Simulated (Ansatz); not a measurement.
**1T-TiO2 bilayer (AA) in a perpendicular field**

Wanted: the out-of-plane response of the 1T-TiO2 bilayer (AA). A positive field points along +c.

Main program and level: Ansatz 0.2.0; plane-wave DFT, LDA, Ansatz PAW.

## 1. The structure

The cell holds 6 atoms: 4 O and 2 Ti. Its edges and angles: a = 2.990 Å, b = 2.990 Å, c = 46.622 Å, α = 90.0°, β = 90.0°, γ = 120.0°. Regions: layer 1: 1T-TiO2, 3 atoms (2 O and 1 Ti); layer 2: 1T-TiO2, 3 atoms (2 O and 1 Ti). Vacuum lies along c.

## 2. Relaxing the slab

The starting cell is a guess, so the in-plane lattice and the atoms are relaxed first, with the slab cut off from its images along the normal.

input.yaml reads:

```yaml
crystal:
  lattice:
    - [2.99, 0.0, 0.0]
    - [-1.495, 2.5894159573, 0.0]
    - [0.0, 0.0, 46.6223842487]
  atoms:
    - { symbol: O, position: [0.6666666667, 0.3333333333, 0.4161091354] }
    - { symbol: Ti, position: [0.0, 0.0, 0.4425040974] }
    - { symbol: O, position: [0.3333333333, 0.6666666667, 0.4688990595] }
    - { symbol: O, position: [0.6666666667, 0.3333333333, 0.5311009405] }
    - { symbol: Ti, position: [0.0, 0.0, 0.5574959026] }
    - { symbol: O, position: [0.3333333333, 0.6666666667, 0.5838908646] }
  periodic: [true, true, false]
kpoints:
  mp_grid: { grid: [12, 12, 1] }
hamiltonian:
  xc: lda
scf:
  occupations: { method: fermi_dirac, width: 0.05 }
  convergence: { dr2_threshold: 1.0e-09 }
relax:
  f_tol: 0.004
  max_steps: 90
  cell: {}
output:
  write_potential: true
  write_density: true
  volumetric_format: npy
```

Launch:

```console
ansatz run input.yaml --threads 2 --pin off --max-ram 3072MiB --backend cpu --events-out ev --progress --plain --runs-dir out
```

Numbers of over 12 decimals in the logs are rounded to 6 here.

Log:

```text
Warning: relax.cell: scf.convergence.dr2_threshold = 1e-9 eV is looser than the 1.88894644395e-10 eV advised for a relaxation that steers and ends on the stress (1e-10 eV for each atom of the cell: 6, times the square of relax.cell.stress_2d_tol = 0.05 N/m over 17.8 Å (the atoms' height at the walk's start and 5 Å past either face), 2.805e-2 GPa, over a crystal's default 0.05). What an SCF threshold leaves in a stress goes as its square root, and in the free energy as the threshold itself, and one threshold admits the most on a small cell: [figures from the program's tests cut] Set scf.convergence.dr2_threshold to 1.88894644395e-10 eV or tighter. [rest of the remark cut]
Engine: ansatz 0.2.0, aarch64-unknown-linux-gnu
Pseudopotentials: kind: paw
Pseudopotential: O, paw, valence charge 6, recommended cutoff 420 eV (normal), O.paw.azcp
Pseudopotential: Ti, paw, valence charge 12, recommended cutoff 420 eV (normal), Ti.paw.azcp
Functional definition: SPW92
  exchange = slater_x
  correlation = pw_c
Crystal: 6 atoms, lattice volume = 360.967 Å³
Basis set: ecut = 420 eV, 6863 PW (Γ)
Bands: 30, of which v1, the nominal top of the filled ones, is band 24 counted from 1 (23 counted from 0)
Symmetry: 12 space group operations
Space group: P-3m1 (ITA 164), of the structure as read, at distance tolerance 7.1e-5 Å
k-points: 19 of 144
Non-local potential: O, projectors of the file, l = 0: 2, l = 1: 2, l = 2: 1
Non-local potential: Ti, projectors of the file, l = 0: 3, l = 1: 2, l = 2: 3, l = 3: 1
PAW form: soft (Blöchl's): semilocal exchange-correlation on the pseudo side does not see the compensation charge
PAW frozen core: O, regenerated for the run's functional, and the local potential with it (the file was generated under x = pbe(κ = 0.804, μ = 0.219515), c = pbe(β = 0.066725))
PAW frozen core: Ti, regenerated for the run's functional, and the local potential with it (the file was generated under x = pbe(κ = 0.804, μ = 0.219515), c = pbe(β = 0.066725))
PAW one-centre angular grid: O, 110 points (default); XC on 64 Gauss nodes
PAW one-centre angular grid: Ti, 590 points (default); XC on 64 Gauss nodes
Initial density: superposition of atomic densities (neutral atoms: chi_scale 0, normalization atom), corrected by the library's trained network
Initial wavefunctions: pseudopotential atomic-orbital guess
Functional: x = slater, c = lda
SCF iter   1: F=—  HF=-7126.173496 eV  |F-HF|=—  |Δ(HF+E_count)|=         —  Δρ=1.12e-2  dr2=5.59e-1  ethr=1.77e-3  ⟨swp⟩=9.5  Hψ=3565  notcnv=0
preconditioner: auto → Resta (q_TF=auto, 1.949 Å⁻¹)  ε∞=2.9  [insulator: Δε(μ)=1.385 eV  Ē_g=7.960 eV  σ=0.050 eV  W_gap=1.00  n_scr=28 (ndim 8)  ℏωp=11.1 eV  f_vac=0.771  D(μ)=0.00/eV (n_scr^D=0)  ε∞_Penn≈2.9  vacuum switching on, ρ_ref=4.6e-3 e/Å³]
SCF iter   2: F=—  HF=-7126.276587 eV  |F-HF|=—  |Δ(HF+E_count)|=   1.03e-1  Δρ=1.71e-2  dr2=1.30e0  ethr=1.16e-3  ⟨swp⟩=3.3  Hψ=1333  notcnv=0  defer=7  recentre
SCF iter   3: F=—  HF=-7126.098029 eV  |F-HF|=—  |Δ(HF+E_count)|=   1.79e-1  Δρ=2.16e-3  dr2=1.24e-2  ethr=1.16e-3  ⟨swp⟩=2.8  Hψ=1068  notcnv=0  defer=7
SCF iter   4: F=—  HF=-7126.099204 eV  |F-HF|=—  |Δ(HF+E_count)|=   1.18e-3  Δρ=1.65e-3  dr2=1.08e-2  ethr=2.58e-5  ⟨swp⟩=3.2  Hψ=1434  notcnv=0  defer=7
SCF iter   5: F=—  HF=-7126.097613 eV  |F-HF|=—  |Δ(HF+E_count)|=   1.59e-3  Δρ=2.54e-4  dr2=3.43e-4  ethr=2.25e-5  ⟨swp⟩=3.0  Hψ=1097  notcnv=0  defer=7
SCF iter   6: F=—  HF=-7126.097796 eV  |F-HF|=—  |Δ(HF+E_count)|=   1.83e-4  Δρ=5.11e-4  dr2=2.01e-3  ethr=7.14e-7  ⟨swp⟩=3.6  Hψ=1360  notcnv=0  defer=7
SCF iter   7: F=—  HF=-7126.097629 eV  |F-HF|=—  |Δ(HF+E_count)|=   1.66e-4  Δρ=1.57e-4  dr2=1.22e-4  ethr=7.14e-7  ⟨swp⟩=2.7  Hψ=928  notcnv=0  defer=7
SCF iter   8: F=—  HF=-7126.097618 eV  |F-HF|=—  |Δ(HF+E_count)|=   1.16e-5  Δρ=1.25e-5  dr2=7.09e-7  ethr=2.55e-7  ⟨swp⟩=2.7  Hψ=869  notcnv=0  defer=7
SCF iter   9: F=—  HF=-7126.097693 eV  |F-HF|=—  |Δ(HF+E_count)|=   7.49e-5  Δρ=2.25e-5  dr2=2.00e-6  ethr=1.48e-9  ⟨swp⟩=3.7  Hψ=1388  notcnv=0  defer=7
SCF iter  10: F=—  HF=-7126.097692 eV  |F-HF|=—  |Δ(HF+E_count)|=   2.70e-7  Δρ=1.45e-6  dr2=5.68e-9  ethr=1.48e-9  ⟨swp⟩=3.6  Hψ=1248  notcnv=0  defer=7
SCF iter  11: F=-7126.097692 eV  HF=-7126.097692 eV  |F-HF|=4.78e-10  |Δ(HF+E_count)|=  9.50e-10  Δρ=3.64e-7  dr2=6.31e-10  ethr=2.08e-12  ⟨swp⟩=12.9  Hψ=4985  notcnv=0
SCF 1 converged in 11 iterations: F = -7126.097692 eV  dr2 = 6.31e-10
  greatest PAW one-centre occupation: 0.999 electrons in one spin orbital (limit 2), on the Ti atom at site 4 (counted from 0), in its partial waves of l = 0
relax step   1: F+E_penalty+E_count = -7126.09769235 eV  Δ(F+E_penalty+E_count) = +0.000e0 eV  max|allowed force component| = 4.798e0 eV/Å  Δτ_max = 0.0000 Å  P = -24.361 N/m  Ω = 360.967 Å³  fix = [c, alpha, beta]  reactions: c -0.000 N/m  (11 SCF iters, accepted)
Crystal: 6 atoms, lattice volume = 359.738 Å³
Basis set: ecut = 420 eV, 6839 PW (Γ)
Initial density: handed on by an earlier stage of this run
Initial wavefunctions: those handed on with the density
iter 1 solved again at ethr=1.61e-3 eV; its pass at ethr=3.10e-3 eV (dr2=7.73e-1 eV) is discarded
SCF iter   1: F=—  HF=-7129.154814 eV  |F-HF|=—  |Δ(HF+E_count)|=         —  Δρ=1.56e-2  dr2=7.84e-1  ethr=1.61e-3  ⟨swp⟩=1.4  Hψ=4294  notcnv=0
preconditioner: auto → Resta (q_TF=auto, 1.950 Å⁻¹)  ε∞=2.5  [insulator: Δε(μ)=2.638 eV  Ē_g=9.010 eV  σ=0.050 eV  W_gap=1.00  n_scr=28 (ndim 8)  ℏωp=11.1 eV  f_vac=0.779  D(μ)=0.00/eV (n_scr^D=0)  ε∞_Penn≈2.5  vacuum switching on, ρ_ref=5.9e-3 e/Å³]
SCF iter   2: F=—  HF=-7128.922050 eV  |F-HF|=—  |Δ(HF+E_count)|=   2.33e-1  Δρ=7.96e-3  dr2=3.65e-1  ethr=1.61e-3  ⟨swp⟩=2.9  Hψ=1239  notcnv=0
SCF iter   3: F=—  HF=-7128.891075 eV  |F-HF|=—  |Δ(HF+E_count)|=   3.10e-2  Δρ=7.72e-3  dr2=2.06e-1  ethr=7.60e-4  ⟨swp⟩=2.8  Hψ=1110  notcnv=0
SCF iter   4: F=—  HF=-7128.849978 eV  |F-HF|=—  |Δ(HF+E_count)|=   4.11e-2  Δρ=1.12e-3  dr2=2.76e-3  ethr=4.29e-4  ⟨swp⟩=2.8  Hψ=1115  notcnv=0  defer=22
SCF iter   5: F=—  HF=-7128.850364 eV  |F-HF|=—  |Δ(HF+E_count)|=   3.86e-4  Δρ=7.41e-4  dr2=1.66e-3  ethr=5.76e-6  ⟨swp⟩=3.1  Hψ=1380  notcnv=0  defer=30
SCF iter   6: F=—  HF=-7128.850116 eV  |F-HF|=—  |Δ(HF+E_count)|=   2.48e-4  Δρ=2.67e-4  dr2=3.84e-4  ethr=3.46e-6  ⟨swp⟩=3.2  Hψ=1069  notcnv=0  defer=30
SCF iter   7: F=—  HF=-7128.850123 eV  |F-HF|=—  |Δ(HF+E_count)|=   7.36e-6  Δρ=2.33e-4  dr2=2.59e-4  ethr=8.01e-7  ⟨swp⟩=3.3  Hψ=1160  notcnv=0  defer=30
SCF iter   8: F=—  HF=-7128.850093 eV  |F-HF|=—  |Δ(HF+E_count)|=   2.99e-5  Δρ=1.28e-4  dr2=7.26e-5  ethr=5.40e-7  ⟨swp⟩=1.8  Hψ=680  notcnv=0  defer=30
[...]
[... from here on, the SCF cycles and remarks between the steps are left out ...]
relax step   4: F+E_penalty+E_count = -7129.35881657 eV  Δ(F+E_penalty+E_count) = -1.803e-1 eV  max|allowed force component| = 1.933e-1 eV/Å  Δτ_max = 0.1487 Å  P = -1.954 N/m  Ω = 349.727 Å³  energy of the carried Pulay correction = +1.356e-2 eV  fix = [c, alpha, beta]  reactions: c -0.000 N/m  (11 SCF iters, accepted)
relax step   5: F+E_penalty+E_count = -7129.37936130 eV  Δ(F+E_penalty+E_count) = -2.054e-2 eV  max|allowed force component| = 7.664e-2 eV/Å  Δτ_max = 0.1678 Å  P = -0.620 N/m  Ω = 348.656 Å³  energy of the carried Pulay correction = +1.487e-2 eV  fix = [c, alpha, beta]  reactions: c -0.000 N/m  (12 SCF iters, accepted)
relax step   6: F+E_penalty+E_count = -7129.37159562 eV  Δ(F+E_penalty+E_count) = +7.766e-3 eV  max|allowed force component| = 7.957e-2 eV/Å  Δτ_max = 0.1916 Å  P = +0.181 N/m  Ω = 348.179 Å³  energy of the carried Pulay correction = +1.546e-2 eV  fix = [c, alpha, beta]  (12 SCF iters, rejected (line search))
relax step   7: F+E_penalty+E_count = -7129.38245138 eV  Δ(F+E_penalty+E_count) = -3.090e-3 eV  max|allowed force component| = 1.255e-2 eV/Å  Δτ_max = 0.0520 Å  P = -0.088 N/m  Ω = 348.471 Å³  energy of the carried Pulay correction = +1.510e-2 eV  fix = [c, alpha, beta]  reactions: c -0.000 N/m  (11 SCF iters, accepted)
relax step   8: F+E_penalty+E_count = -7129.38313229 eV  Δ(F+E_penalty+E_count) = -6.809e-4 eV  max|allowed force component| = 7.132e-3 eV/Å  Δτ_max = 0.0290 Å  P = +0.070 N/m  Ω = 348.269 Å³  energy of the carried Pulay correction = +1.535e-2 eV  fix = [c, alpha, beta]  reactions: c +0.000 N/m  (10 SCF iters, accepted)
relax step   9: F+E_penalty+E_count = -7129.38306852 eV  Δ(F+E_penalty+E_count) = +6.376e-5 eV  max|allowed force component| = 1.132e-3 eV/Å  Δτ_max = 0.0048 Å  P = +0.015 N/m  Ω = 348.330 Å³  energy of the carried Pulay correction = +1.527e-2 eV  fix = [c, alpha, beta]  reactions: c +0.000 N/m  (9 SCF iters, accepted)
relax step  10: F+E_penalty+E_count = -7129.37119407 eV  Δ(F+E_penalty+E_count) = +1.187e-2 eV  max|allowed force component| = 1.034e-3 eV/Å  Δτ_max = 0.0000 Å  P = -0.347 N/m  Ω = 348.330 Å³  fix = [c, alpha, beta]  reactions: c -0.000 N/m  stress off target by 3.47e-1 N/m on what of the cell is left free  SCF on the basis re-selected at this cell (its energy is not comparable with the rows above)  (8 SCF iters)
relax step  11: F+E_penalty+E_count = -7129.37197875 eV  Δ(F+E_penalty+E_count) = -7.847e-4 eV  max|allowed force component| = 1.040e-3 eV/Å  Δτ_max = 0.0033 Å  P = +0.001 N/m  Ω = 347.772 Å³  energy of the carried Pulay correction = +6.540e-4 eV  fix = [c, alpha, beta]  reactions: c +0.000 N/m  (8 SCF iters, accepted)
iter 1 solved again at ethr=6.69e-8 eV; its pass at ethr=3.10e-3 eV (dr2=3.21e-5 eV) is discarded
SCF iter   1: F=—  HF=-7129.371252 eV  |F-HF|=—  |Δ(HF+E_count)|=         —  Δρ=7.56e-6  dr2=2.78e-8  ethr=6.69e-8  ⟨swp⟩=7.3  Hψ=6552  notcnv=0
preconditioner: auto → Resta (q_TF=auto, 1.961 Å⁻¹)  ε∞=2.4  [insulator: Δε(μ)=2.712 eV  Ē_g=9.510 eV  σ=0.050 eV  W_gap=1.00  n_scr=28 (ndim 8)  ℏωp=11.3 eV  f_vac=0.798  D(μ)=0.00/eV (n_scr^D=0)  ε∞_Penn≈2.4  vacuum switching on, ρ_ref=6.6e-3 e/Å³]
SCF iter   2: F=—  HF=-7129.371323 eV  |F-HF|=—  |Δ(HF+E_count)|=   7.11e-5  Δρ=3.67e-6  dr2=1.22e-8  ethr=5.78e-11  ⟨swp⟩=4.7  Hψ=1748  notcnv=0
SCF iter   3: F=—  HF=-7129.371323 eV  |F-HF|=—  |Δ(HF+E_count)|=   1.91e-9  Δρ=2.27e-6  dr2=1.09e-8  ethr=2.53e-11  ⟨swp⟩=3.6  Hψ=1316  notcnv=0
SCF iter   4: F=-7129.371323 eV  HF=-7129.371323 eV  |F-HF|=1.46e-10  |Δ(HF+E_count)|=   1.38e-9  Δρ=3.78e-7  dr2=2.37e-10  ethr=2.08e-12  ⟨swp⟩=14.8  Hψ=5249  notcnv=0
SCF 12 converged in 4 iterations: F = -7129.371323 eV  dr2 = 2.37e-10
relax step  12: F+E_penalty+E_count = -7129.37132342 eV  Δ(F+E_penalty+E_count) = +6.553e-4 eV  max|allowed force component| = 1.028e-3 eV/Å  Δτ_max = 0.0000 Å  P = -0.009 N/m  Ω = 347.772 Å³  fix = [c, alpha, beta]  reactions: c -0.000 N/m  stress off target by 8.91e-3 N/m on what of the cell is left free  SCF on the basis re-selected at this cell (its energy is not comparable with the rows above)  (4 SCF iters)
basis re-selected at this cell: Δ(F+E_penalty+E_count) = +6.553e-4 eV, ΔP = -0.010 N/m vs the last step (what re-selecting the basis moved, of the pressure what is left beyond the Pulay correction that the steps carried, after the strain that the cell walked since its last selection, with what the two solves' SCF thresholds leave and, on support functions, any second-order correction that the steps lacked; it is no m [...]
WARN: The output density's exchange-correlation potential varies sharply where the density is thin. Do not read a vacuum level from v_tot or v_xc, or from such a field of the output density. On a cell that repeats whose density bears no net charge and no dipole along the vacuum's axis use v_es (v_loc + v_h of the components); under efield.dipole_correction with no amplitude use v_es + v_field, which holds any externa [...]
SCF converged after 4 iterations
Free energy (F): -7129.371323 eV
Harris-Foulkes:  -7129.371323 eV  (|F-HF|=1.46e-10)
Internal energy: -7129.371323 eV  (E = F + TS)
E sigma→0 (E₀):  -7129.371323 eV
Fermi energy:    -7.149043 eV
--- Per-component energies (eV) ---
  E_band       = -1204.725869
  E_kinetic    = 1245.479376
  E_local      = -252737.217138  (includes V_loc(G=0)·N_el)
  E_nonlocal   = 212.549312
  E_hartree    = 125588.329711
  E_xc         = -486.007727
  E_vxc        = -619.722600  (∫ρ·V_xc dr)
  E_paw        = -2581.380251  (= ΣΔE_a)
  E_vpaw       = -482.484760  (= ΣTr[D̂ρ^β])
  E_aug_tail   = 0.010397  (compensation charges beyond the density's cutoff)
  E_ewald      = 121627.825410
  E_core_change = 1.039587  (= ΣΔE_core)
  E_smearing   = -0.000000  (= −TS)
  E_closure    = -0.000000  (closes the sum)
  Σ components = -7129.371323   (vs F -7129.371323, Δ=0.00e0)
--- Forces (eV/Å), atoms counted from 1 ---
  atom   1  O      0.00000000     0.00000000     0.00102839
  atom   2  Ti     0.00000000     0.00000000    -0.00027527
  atom   3  O     -0.00000000    -0.00000000    -0.00072226
  atom   4  O      0.00000000     0.00000000     0.00072226
  atom   5  Ti    -0.00000000    -0.00000000     0.00027527
  atom   6  O     -0.00000000    -0.00000000    -0.00102839
  max |Σ_I F_I| component: 1.85e-17 eV/Å
--- 2D stress c σ (N/m, compression-positive) ---
       -0.008907       0.000000      -0.000000
        0.000000      -0.008907      -0.000000
       -0.000000      -0.000000      -0.000000
  P = ½ c Tr σ = -0.0089 N/m
--- Band table (eV; the first three rows and the last of 19) ---
  k-point 0: bands = [... 20 lower, -8.7987, -8.7987, -8.7623, -8.7623, -5.8269, -5.8269, -5.8147, -5.8147, ... 2 higher]
  k-point 1: bands = [... 20 lower, -9.1491, -8.9732, -8.9285, -8.8160, -5.7234, -5.6969, -5.6406, -5.6283, ... 2 higher]
  k-point 2: bands = [... 20 lower, -9.3447, -9.2886, -9.0328, -8.6210, -5.5541, -5.4989, -5.2408, -5.2325, ... 2 higher]
  k-point 18: bands = [... 20 lower, -10.0669, -10.0669, -9.8221, -9.6163, -5.6439, -5.5427, -4.4292, -4.4292, ... 2 higher]
--- Relaxed structure (10 steps of the walk, 9 accepted, 2 SCFs on fresh bases) ---
  F+E_penalty+E_count = -7129.37132342 eV   max|allowed force component| = 1.028e-3 eV/Å   (the final SCF, on the basis selected at the relaxed cell)
  cell:  # Å, volume = 347.7718 Å³
    - [2.934841, 0.0, 0]
    - [-1.467421, 2.541647, 0]
    - [0, 0, 46.6223842487]
  atoms:
    - { symbol: O, position: [0.666667, 0.333333, 0.431354] }
    - { symbol: Ti, position: [1.0667270653924336e-17, 0, 0.451747] }
    - { symbol: O, position: [0.333333, 0.666667, 0.472168] }
    - { symbol: O, position: [0.666667, 0.333333, 0.527832] }
    - { symbol: Ti, position: [-1.0667270653924421e-17, 0, 0.548253] }
    - { symbol: O, position: [0.333333, 0.666667, 0.568646] }
```

Run time: 99 s. Hardware: 2 threads of Arm Neoverse V1, shared host; peak memory 0.59 GiB.

Relaxation path:

| step | energy less that of the first step (eV) | largest force component (eV/Å) | volume (Å³) |
| --- | --- | --- | --- |
| 1 | 0.0000 | 4.7978 | 360.97 |
| 2 | -2.7525 | 1.9904 | 359.74 |
| 3 | -3.0809 | 1.2859 | 337.39 |
| 4 | -3.2611 | 0.1933 | 349.73 |
| 5 | -3.2817 | 0.0766 | 348.66 |
| 6 | -3.2739 | 0.0796 | 348.18 |
| 7 | -3.2848 | 0.0125 | 348.47 |
| 8 | -3.2854 | 0.0071 | 348.27 |
| 9 | -3.2854 | 0.0011 | 348.33 |
| 10* | -3.2735 | 0.0010 | 348.33 |
| 11 | -3.2743 | 0.0010 | 347.77 |
| 12* | -3.2736 | 0.0010 | 347.77 |

Relaxation steps marked * repeat the geometry before them on a plane-wave basis chosen anew for their cell, so energy and pressure can jump there. Relaxation step 6 was tried and not accepted.

Forces are held to the 12 operations that the run works with; a distortion that breaks them can't arise in this run.

| cell as run | before | after | change |
| --- | --- | --- | --- |
| a (Å) | 2.990 | 2.935 | -1.8 % |
| b (Å) | 2.990 | 2.935 | -1.8 % |

The atoms that moved most (Å, along periodic axes as changes of fractional coordinates times the final cell, across vacuum about the mean position):

```csv
atom,dx,dy,dz,length
O6,0.000,0.000,-0.711,0.711
O1,0.000,0.000,0.711,0.711
Ti2,0.000,0.000,0.431,0.431
Ti5,0.000,0.000,-0.431,0.431
O3,0.000,0.000,0.152,0.152
O4,0.000,0.000,-0.152,0.152
```

Final coordinates:

```cif
data_structure
_symmetry_space_group_name_H-M 'P 1'
_symmetry_Int_Tables_number 1
_cell_length_a 2.9348
_cell_length_b 2.9348
_cell_length_c 46.6224
_cell_angle_alpha 90.000
_cell_angle_beta 90.000
_cell_angle_gamma 120.000
_cell_volume 347.77
loop_
_atom_site_label
_atom_site_type_symbol
_atom_site_fract_x
_atom_site_fract_y
_atom_site_fract_z
_atom_site_occupancy
O1 O 0.66667 0.33333 0.43135 1
Ti2 Ti 0.00000 0.00000 0.45175 1
O3 O 0.33333 0.66667 0.47217 1
O4 O 0.66667 0.33333 0.52783 1
Ti5 Ti 0.00000 0.00000 0.54825 1
O6 O 0.33333 0.66667 0.56865 1
```

This step gave:

| Quantity | Value |
| --- | --- |
| gap on the k-mesh | 2.712 eV |

The lattice constant a goes from 2.990 to 2.935 Å.

[end of part 1 of 3]

[Logs are printed without paths, hosts, clocks, repeated set-up lines and the standing remarks that a program may print on its own settings, such as how far it seeks lower states.]

[Hosts, paths, dates, database ids (printed as entryN), source tags and the programs' standing remarks are cut or masked in the printed files.]

[Maps of the electrostatic potential energy from Ansatz leave out the sawtooth potential of an applied field or a dipole correction, so their vacuum need not be flat; planar profiles and work functions include it.]
